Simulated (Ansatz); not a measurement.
# Nb2N(OH)2 MXene monolayer in a perpendicular field, part 2 of 2

What dipole does a perpendicular field induce in the Nb2N(OH)2 MXene monolayer? A positive field points along +c.

Ansatz 0.2.0; plane-wave DFT, PBE-D3(BJ), Ansatz PAW.

So far. Step 2 (Relaxation): The lattice constant a goes from 3.079 to 3.242 Å.

### Step 3. Single point, field 0

A sawtooth potential applies the field, turning back in the middle of the vacuum. With the dipole correction the typed value is the field outside the slab. The induced dipole is small, so the SCF threshold is tight.

The cell differs from the one that the last finished run ended in (c 44.558 → 24.651 Å).

input.yaml reads:

```yaml
crystal:
  lattice:
    - [3.2415004102, 0.0, 0.0]
    - [-1.6207502051, 2.8072217016, 0.0]
    - [0.0, 0.0, 24.6514654698]
  atoms:
    - { symbol: H, position: [0.3333333333, 0.6666666667, 0.3650898569] }
    - { symbol: O, position: [0.3333333333, 0.6666666667, 0.4046841444] }
    - { symbol: Nb, position: [0.6666666667, 0.3333333333, 0.4577797802] }
    - { symbol: "N", position: [0.0, 0.0, 0.5] }
    - { symbol: Nb, position: [0.3333333333, 0.6666666667, 0.5422202198] }
    - { symbol: O, position: [0.6666666667, 0.3333333333, 0.5953158556] }
    - { symbol: H, position: [0.6666666667, 0.3333333333, 0.6349101431] }
kpoints:
  mp_grid: { grid: [18, 18, 1] }
  band_path:
    path: [[0, 0, 0], [0.5, 0, 0], [0.33333333, 0.33333333, 0], [0, 0, 0]]
    npoints: 16
hamiltonian:
  xc: pbe
  dispersion: d3bj
scf:
  occupations: { method: fermi_dirac, width: 0.02585 }
  convergence: { dr2_threshold: 1.0e-10 }
efield:
  axis: 3
  dipole_correction: true
  ramp_position: 0.97
  ramp_width: 0.06
  amplitude: 0
output:
  dos: { projected: true, e_range: [-6, 5] }
  write_potential: true
  write_density: true
  volumetric_format: npy
  elf: true
```

Run with:

```
> ansatz run input.yaml --threads 2 --pin off --max-ram 3072MiB --backend cpu --events-out ev --progress --plain --runs-dir out
```

Numbers of over 12 decimals in the logs are rounded to 6 here.

What it wrote:

```text
[...]
Crystal: 7 atoms, lattice volume = 224.319 Å³
Basis set: ecut = 420 eV, 4487 PW (Γ)
Bands: 30, of which v1, the nominal top of the filled ones, is band 23 counted from 1 (22 counted from 0)
Symmetry: 6 space group operations
k-points: 37 of 324 (time reversal used)
[...]
SCF iter   1: F=—  HF=-10659.411387 eV  |F-HF|=—  |Δ(HF+E_count)|=         —  Δρ=4.36e-3  dr2=5.05e-1  ethr=1.77e-3  p=0.000 e·Å  D=4.31e-14 V/Å  ΔV_dip=-0.00 eV  dr2_dipole=2.36e-8  V_vac-E_F(+/−)=1.66/1.66 eV  ⟨swp⟩=8.2  Hψ=5586  notcnv=0
efield: sawtooth ramp at fractional position 0.9700 (set: `efield.ramp_position`, or a place that a band, a saddle search or an elastic batch's reference lends), width 0.0600; the density the first Hamiltonian is built on has a dipole p = 0.000 e·Å; the dipole correction subtracts the counter field D = 4.31e-14 V/Å, which shifts the + side's vacuum level by -0.00 eV against the − side's; the planar-averaged density in the ramp window peaks in size at 2.1e-5 e/Å³
[...]
SCF iter   2: F=—  HF=-10659.389821 eV  |F-HF|=—  |Δ(HF+E_count)|=   2.16e-2  Δρ=1.50e-3  dr2=9.84e-2  ethr=1.12e-3  p=0.000 e·Å  D=8.76e-7 V/Å  ΔV_dip=-0.00 eV  dr2_dipole=5.14e-9  V_vac-E_F(+/−)=1.97/1.97 eV  ⟨swp⟩=1.9  Hψ=1542  notcnv=0  defer=36
[...]
SCF iter  11: F=-10659.384069 eV  HF=-10659.384069 eV  |F-HF|=2.26e-10  |Δ(HF+E_count)|=   8.05e-9  Δρ=1.59e-7  dr2=4.48e-11  ethr=1.00e-12  p=-0.000 e·Å  D=-1.67e-9 V/Å  ΔV_dip=0.00 eV  dr2_dipole=4.86e-14  V_vac-E_F(+/−)=2.44/2.44 eV  ⟨swp⟩=9.2  Hψ=4252  notcnv=0
SCF 1 converged in 11 iterations: F = -10659.384069 eV  dr2 = 4.48e-11
[...]
NSCF: frozen V_eff on 49 k-points
efield: sawtooth ramp at fractional position 0.9700 (kept from the solve that this one continues, or follows in the run), width 0.0600; the density the first Hamiltonian is built on has a dipole p = -0.000 e·Å; the dipole correction subtracts the counter field D = -1.67e-9 V/Å, which shifts the + side's vacuum level by +0.00 eV against the − side's; the planar-averaged density in the ramp window peaks in size at 1.7e-6 e/Å³
[...]
SCF converged after 11 iterations
Free energy (F): -10659.384069 eV
[...]
Internal energy: -10659.376429 eV  (E = F + TS)
E sigma→0 (E₀):  -10659.380249 eV
Entropy (-TS):   -0.007640 eV (-1.091 meV/atom)
Fermi energy:    2.649761 eV
Dipole field:    D = 0.000000 V/Å  (p = 0.000000 e·Å, saw-weighted, corrected)
Work function:   Φ+ = 2.4421 eV   Φ− = 2.4422 eV
Levels:          The Fermi level and band energies are counted from a zero that moves with the ramp; work functions are not
[...]
--- Band table (eV; the first three rows and the last of 37) ---
  k-point 0: bands = [... 19 lower, -2.2990, 0.4869, 0.4869, 2.1734, 2.4020, 2.4937, 2.8895, 4.0875, ... 3 higher]
  k-point 1: bands = [... 19 lower, -2.3488, 0.4251, 0.5618, 2.1823, 2.4562, 2.5471, 2.9517, 4.0361, ... 3 higher]
  k-point 2: bands = [... 19 lower, -2.4732, 0.2552, 0.7690, 2.1669, 2.5936, 2.6771, 3.1624, 3.9555, ... 3 higher]
  k-point 36: bands = [... 19 lower, -3.3072, 1.1747, 1.1747, 1.6505, 4.2393, 4.2393, 4.8930, 5.9377, ... 3 higher]
```

Run time: 25 s. Hardware: 2 threads of Arm Neoverse V1, shared host; peak memory 0.64 GiB; 49 s of CPU time.

This step gave:

- energy at zero smearing: -10659.3802 eV
- work function, upper face: 2.442 eV
- dipole along the normal: 3.45e-7 e·Å

Running mean over a fixed 2.6 Å (it still follows the layers) of the planar mean; the ramp of the sawtooth is left out. The electron's electrostatic potential energy less the Fermi level by z:

| z (Å) | electron's electrostatic potential energy less the Fermi level (eV) |
| --- | --- |
| 4 | 2.43 |
| 5 | 2.41 |
| 6 | 2.32 |
| 7 | 2.00 |
| 8 | 0.897 |
| 9 | -1.72 |
| 10 | -7.38 |
| 11 | -12.8 |
| 12 | -15.8 |
| 13 | -14.6 |
| 14 | -11.4 |
| 15 | -4.77 |
| 16 | -0.533 |
| 17 | 1.37 |
| 18 | 2.16 |
| 19 | 2.36 |
| 20 | 2.42 |
| 21 | 2.44 |

The density of states has structure finer than the step of the table below, so its rows give means over 0.2 eV, whole bins alone (the curve runs from -6 to 1.17 eV). Peaks (eV: height): -5.81: 21.2, -2.72: 3.66, -0.46: 4.97, 0.45: 5.90.

Table of density of states by energy, zero at the Fermi level; means over each step:

| energy (eV) | density of states (states/eV a cell) |
| --- | --- |
| -5.8 | 11.9 |
| -5.6 | 2.62 |
| -5.4 | 2.37 |
| -5.2 | 0.794 |
| -5.0 | 0.416 |
| -4.8 | 0 |
| -4.6 | 0 |
| -4.4 | 0 |
| -4.2 | 0 |
| -4.0 | 0 |
| -3.8 | 0.648 |
| -3.6 | 0.917 |
| -3.4 | 1.02 |
| -3.2 | 1.13 |
| -3.0 | 1.32 |
| -2.8 | 2.03 |
| -2.6 | 1.37 |
| -2.4 | 0.893 |
| -2.2 | 0.592 |
| -2.0 | 0.571 |
| -1.8 | 0.889 |
| -1.6 | 1.78 |
| -1.4 | 1.42 |
| -1.2 | 1.22 |
| -1.0 | 0.927 |
| -0.8 | 0.905 |
| -0.6 | 1.21 |
| -0.4 | 2.49 |
| -0.2 | 1.94 |
| 0.0 | 2.86 |
| 0.2 | 2.96 |
| 0.4 | 4.03 |
| 0.6 | 2.39 |
| 0.8 | 1.73 |
| 1.0 | 2.06 |

Projected DOS per atom over height of the atomic layer and energy from the Fermi level. Layers: H O Nb N Nb O H from below.

Values in states/eV, 22 rows by 7 columns, each cell a mean:
```
0.15 0.12 0.62 0.10 0.62 0.12 0.15
0.14 0.10 0.54 0.13 0.54 0.10 0.14
0.16 0.13 1.26 0.29 1.26 0.13 0.16
0.21 0.13 0.84 0.13 0.84 0.13 0.21
0.06 0.07 0.78 0.09 0.78 0.07 0.06
0.01 0.06 0.73 0.06 0.73 0.06 0.01
0.00 0.04 0.39 0.04 0.39 0.04 0.00
0.00 0.06 0.53 0.05 0.53 0.06 0.00
0.00 0.06 0.69 0.03 0.69 0.06 0.00
0.00 0.01 0.31 0.01 0.31 0.01 0.00
0.00 0.02 0.29 0.03 0.29 0.02 0.00
0.01 0.06 0.55 0.07 0.55 0.06 0.01
0.02 0.08 0.65 0.08 0.65 0.08 0.02
0.01 0.05 0.47 0.04 0.47 0.05 0.01
0.01 0.03 0.42 0.02 0.42 0.03 0.01
0.00 0.01 0.16 0.00 0.16 0.01 0.00
0.00 0.00 0.00 0.00 0.00 0.00 0.00
0.00 0.00 0.00 0.00 0.00 0.00 0.00
0.00 0.04 0.00 0.02 0.00 0.04 0.00
0.00 0.29 0.03 0.15 0.03 0.29 0.00
0.00 0.93 0.14 0.55 0.14 0.93 0.00
0.01 2.86 0.86 2.50 0.86 2.86 0.01
```
Columns: height of the atomic layer (Å) from 9 to 15.7 (not evenly spaced); rows upwards: energy from the Fermi level (eV) from -5.96 to 1.15.

The electronic bands at the labelled points (eV, zero at the Fermi level):

| point | band 20 | band 21 | band 22 | band 23 | band 24 | band 25 | band 26 | band 27 |
| --- | --- | --- | --- | --- | --- | --- | --- | --- |
| Γ | -4.95 | -2.16 | -2.16 | -0.48 | -0.25 | -0.16 | 0.24 | 1.44 |
| halfway | -5.42 | -3.11 | -1.00 | -0.51 | 0.42 | 0.90 | 1.33 | 1.39 |
| M | -5.38 | -3.88 | 0.41 | 0.50 | 1.44 | 1.54 | 1.92 | 2.48 |
| halfway | -5.74 | -3.03 | -0.31 | -0.21 | 1.43 | 1.88 | 2.02 | 2.81 |
| K | -5.96 | -1.48 | -1.48 | -1.00 | 1.59 | 1.59 | 2.24 | 3.29 |
| halfway | -5.73 | -2.72 | -1.76 | 0.28 | 0.84 | 0.87 | 1.40 | 1.40 |
| Γ | -4.95 | -2.16 | -2.16 | -0.48 | -0.25 | -0.16 | 0.24 | 1.44 |

ELF in the ca plane at fractional y = 0.333, with atoms of Nb and O and H within 0.2 Å of it. It is the smooth field of the valence electrons, not physical close to the nuclei.

Values, 5 rows by 16 columns, each cell a mean:
```
0.00 0.01 0.08 0.28 0.25 0.05 0.05 0.14 0.54 0.39 0.22 0.38 0.71 0.48 0.08 0.25
0.00 0.01 0.08 0.28 0.28 0.05 0.02 0.18 0.57 0.57 0.23 0.52 0.63 0.89 0.14 0.23
0.00 0.01 0.08 0.28 0.25 0.05 0.05 0.15 0.55 0.40 0.22 0.39 0.72 0.50 0.09 0.25
0.00 0.01 0.08 0.28 0.23 0.05 0.18 0.47 0.16 0.35 0.26 0.21 0.19 0.05 0.07 0.29
0.00 0.01 0.08 0.28 0.23 0.05 0.18 0.49 0.15 0.36 0.26 0.20 0.17 0.04 0.07 0.29
```
Columns run along c (16.0 Å, from fractional 0.11 to 0.76 of the cell), rows up along a (3.2 Å). Atoms in or near the plane, at fractional coordinates: Nb at (0.46, 0.67), O at (0.60, 0.67), H at (0.63, 0.67).

Electrostatic potential energy in the ca plane at fractional y = 0.333, with atoms of Nb and O and H within 0.2 Å of it. With pseudopotentials it is smooth inside the atoms' cores, unlike the true potential.

Ten even steps from '0' (-50 eV) to '9' (5 eV), each cell a mean:
```
99999999999999999985335888888888999999999999
99999999999999999861001689998323668999999999
99999999999999999850000589996101217999999999
99999999999999999862001689998424778999999999
99999999999999999986446888888889999999999999
99999999999999999998888887678999999999999999
99999999999999999999999887567899999999999999
99999999999999999998888887778999999999999999
```
Columns run along c (16.0 Å, from fractional 0.15 to 0.80 of the cell; values clipped at the 3rd and 97th percentile), rows up along a (3.2 Å). Atoms in or near the plane, at fractional coordinates: Nb at (0.46, 0.67), O at (0.60, 0.67), H at (0.63, 0.67).

Valence density in the ca plane at fractional y = 0.333, with atoms of Nb and O and H within 0.2 Å of it. It is the smooth field of the valence electrons, not physical close to the nuclei.

Ten steps, logarithmic in the rise over the least value, from '0' (0.0 e/Å³) to '9' (6.7 e/Å³), each cell a mean:
```
00000000000000011235675433334554321000000000
00000000000000001258998533235898642000000000
00000000000000001268998633236999763100000000
00000000000000001257897533235787542000000000
00000000000000012235665443333554311000000000
00000000000000123333334444543222100000000000
00000000000000123433234445553211000000000000
00000000000000123333344444443322100000000000
```
Columns run along c (16.0 Å, from fractional 0.15 to 0.80 of the cell), rows up along a (3.2 Å). Atoms in or near the plane, at fractional coordinates: Nb at (0.46, 0.67), O at (0.60, 0.67), H at (0.63, 0.67).

The work function of the upper face is 2.44 eV.

### Step 4. Single point, field 0.1 V/Å

input.yaml, as its differences from that of step 3:

```diff
@@ -29,5 +29,4 @@
   ramp_width: 0.06
-  amplitude: 0
+  amplitude: 0.1
 output:
-  dos: { projected: true, e_range: [-6, 5] }
   write_potential: true
@@ -35,2 +34 @@
   volumetric_format: npy
-  elf: true
```

What it wrote:

```text
[...]
Crystal: 7 atoms, lattice volume = 224.319 Å³
Basis set: ecut = 420 eV, 4487 PW (Γ)
Bands: 30, of which v1, the nominal top of the filled ones, is band 23 counted from 1 (22 counted from 0)
Symmetry: 6 space group operations
k-points: 37 of 324 (time reversal used)
[...]
k-point 0: bands = [... 19 lower, -2.3024, 0.4841, 0.4841, 2.1703, 2.3965, 2.4925, 2.8865, 4.0844, ... 3 higher]
  k-point 1: bands = [... 19 lower, -2.3522, 0.4222, 0.5589, 2.1792, 2.4504, 2.5464, 2.9487, 4.0318, ... 3 higher]
  k-point 2: bands = [... 19 lower, -2.4766, 0.2522, 0.7661, 2.1639, 2.5880, 2.6763, 3.1593, 3.9519, ... 3 higher]
  k-point 36: bands = [... 19 lower, -3.3019, 1.1710, 1.1725, 1.6475, 4.2362, 4.2363, 4.8899, 5.9304, ... 3 higher]
[key lines of the parts left out:]
SCF converged after 20 iterations
Free energy (F): -10659.387191 eV
Fermi energy:    2.646964 eV
Dipole field:    D = 0.050384 V/Å  (p = 0.062459 e·Å, saw-weighted, corrected)
```

The job ended after 33 s (2 threads; peak memory 0.6 GiB).

The dipole is 0.0625 e·Å.

### Step 5. Atoms held, field -0.1 V/Å

input.yaml, as its differences from that of step 4:

```diff
@@ -29,3 +29,3 @@
   ramp_width: 0.06
-  amplitude: 0.1
+  amplitude: -0.1
 output:
```

What it wrote:

```text
[...]
Crystal: 7 atoms, lattice volume = 224.319 Å³
Basis set: ecut = 420 eV, 4487 PW (Γ)
Bands: 30, of which v1, the nominal top of the filled ones, is band 23 counted from 1 (22 counted from 0)
Symmetry: 6 space group operations
k-points: 37 of 324 (time reversal used)
[...]
k-point 0: bands = [... 19 lower, -2.3024, 0.4840, 0.4840, 2.1703, 2.3965, 2.4925, 2.8865, 4.0844, ... 3 higher]
  k-point 1: bands = [... 19 lower, -2.3522, 0.4222, 0.5589, 2.1792, 2.4504, 2.5464, 2.9487, 4.0318, ... 3 higher]
  k-point 2: bands = [... 19 lower, -2.4766, 0.2522, 0.7661, 2.1639, 2.5880, 2.6763, 3.1593, 3.9519, ... 3 higher]
  k-point 36: bands = [... 19 lower, -3.3019, 1.1710, 1.1725, 1.6475, 4.2362, 4.2363, 4.8899, 5.9304, ... 3 higher]
[key lines of the parts left out:]
SCF converged after 20 iterations
Free energy (F): -10659.387191 eV
Fermi energy:    2.646964 eV
Dipole field:    D = -0.050384 V/Å  (p = -0.062460 e·Å, saw-weighted, corrected)
```

Run time: 32 s. Hardware: 2 threads; peak memory 0.62 GiB; 63 s of CPU time.

The dipole is -0.0625 e·Å.

### Step 6. Response, atoms held

This step: plane-wave DFT, PBE-D3(BJ), Ansatz PAW; response to a field along the normal, atoms held (Ansatz 0.2.0).

The dipoles give the slope, and the difference of two potentials shows where the field is screened.

Numbers from this step:

- equivalent conductor thickness p/(ε₀AE): 12.42 Å
- distance between the outer atoms: 6.651 Å

The dipole of the cell by applied field:

| applied field (V/Å) | dipole of the cell (e·Å) |
| --- | --- |
| -0.1000 | -0.0625 |
| 0.0000 | 3.4e-7 |
| 0.1000 | 0.0625 |

Local field over the applied field, running mean. From the potentials at -0.1 and 0.1 V/Å; running mean over 2.5 Å. Local field over applied field against z:

| z (Å) | local field over applied field |
| --- | --- |
| 4.5 | 0.934 |
| 5.0 | 0.888 |
| 5.5 | 0.815 |
| 6.0 | 0.708 |
| 6.5 | 0.564 |
| 7.0 | 0.388 |
| 7.5 | 0.198 |
| 8.0 | 0.0333 |
| 8.5 | -0.0829 |
| 9.0 | -0.145 |
| 9.5 | -0.155 |
| 10.0 | -0.132 |
| 10.5 | -0.0927 |
| 11.0 | -0.0586 |
| 11.5 | -0.0323 |
| 12.0 | -0.0181 |
| 12.5 | -0.0152 |
| 13.0 | -0.0275 |
| 13.5 | -0.0489 |
| 14.0 | -0.0820 |
| 14.5 | -0.120 |
| 15.0 | -0.151 |
| 15.5 | -0.153 |
| 16.0 | -0.108 |
| 16.5 | -0.00699 |
| 17.0 | 0.144 |
| 17.5 | 0.331 |
| 18.0 | 0.514 |
| 18.5 | 0.669 |
| 19.0 | 0.787 |
| 19.5 | 0.869 |
| 20.0 | 0.923 |
| 20.5 | 0.955 |

The induced electron density oscillates, so the rows of the table below give means over windows of 1 Å about each position, cut where the curve ends. Its maxima inside the range that stand out by 2 % of the span (Å: e/Å³ per V/Å): 7.5: 0.00257, 9.7: 2.9e-5, 10.5: 2.1e-4, 13.4: 8.5e-4, 14.7: 0.00130, 15.5: 9.0e-4. Its minima: 9.2: -9.0e-4, 10.0: -0.00130, 11.2: -8.5e-4, 14.1: -2.1e-4, 14.9: -2.9e-5, 17.1: -0.00257.

Electrons, planar mean, per unit field. Table of induced electron density by z; means over each step:

| z (Å) | induced electron density (e/Å³ per V/Å) |
| --- | --- |
| 5 | 5.4e-4 |
| 6 | 0.00134 |
| 7 | 0.00232 |
| 8 | 0.00217 |
| 9 | -2.3e-4 |
| 10 | -4.4e-4 |
| 11 | -3.4e-4 |
| 12 | -1.6e-4 |
| 13 | 4.1e-4 |
| 14 | 1.6e-4 |
| 15 | 5.9e-4 |
| 16 | -5.9e-4 |
| 17 | -0.00246 |
| 18 | -0.00203 |
| 19 | -1.0e-3 |
| 20 | -3.8e-4 |

By hand: between -0.1 and 0.1 V/Å the dipole changes by 0.1249 e·Å, a slope of 0.6246 e·Å²/V. A perfect conductor of thickness t has p = ε₀AEt, so t = 180.95 × 0.6246 / 9.100 = 12.42 Å (e/ε₀ = 180.95 V·Å, A in Å²).

The induced dipole is that of a conductor 12.42 Å thick.

### Step 7. Results

```yaml
gap_without_field: none
work_function_upper_face: 2.44 eV
equivalent_conductor_thickness_atoms_held: 12.4 Å
```

**Reading.** The induced dipole equals that of a perfect conductor 12.42 Å thick, while the outer atoms lie 6.65 Å apart. There is no gap over 0.03 eV, with or without the field. The first relaxation ran with spin and lost its moment, and the later runs have none; other magnetic states were not tried. Spin-orbit coupling is left out. The MXene's terminations sit over the metal atoms of its far layer; the site over carbon or nitrogen, which some compounds prefer, was not run.

[Logs are printed without paths, hosts, clocks, repeated set-up lines and the standing remarks that a program may print on its own settings, such as how far it seeks lower states.]

[Hosts, paths, dates, database ids (printed as entryN), source tags and the programs' standing remarks are cut or masked in the printed files.]

[Maps of the electrostatic potential energy from Ansatz leave out the sawtooth potential of an applied field or a dipole correction, so their vacuum need not be flat; planar profiles and work functions include it.]

[The density of states shown here was stored with 400 of the rows of the run's finer table, so its peaks can read low, often by over a quarter, or be missed, and its means over a window can be off by a tenth or more.]
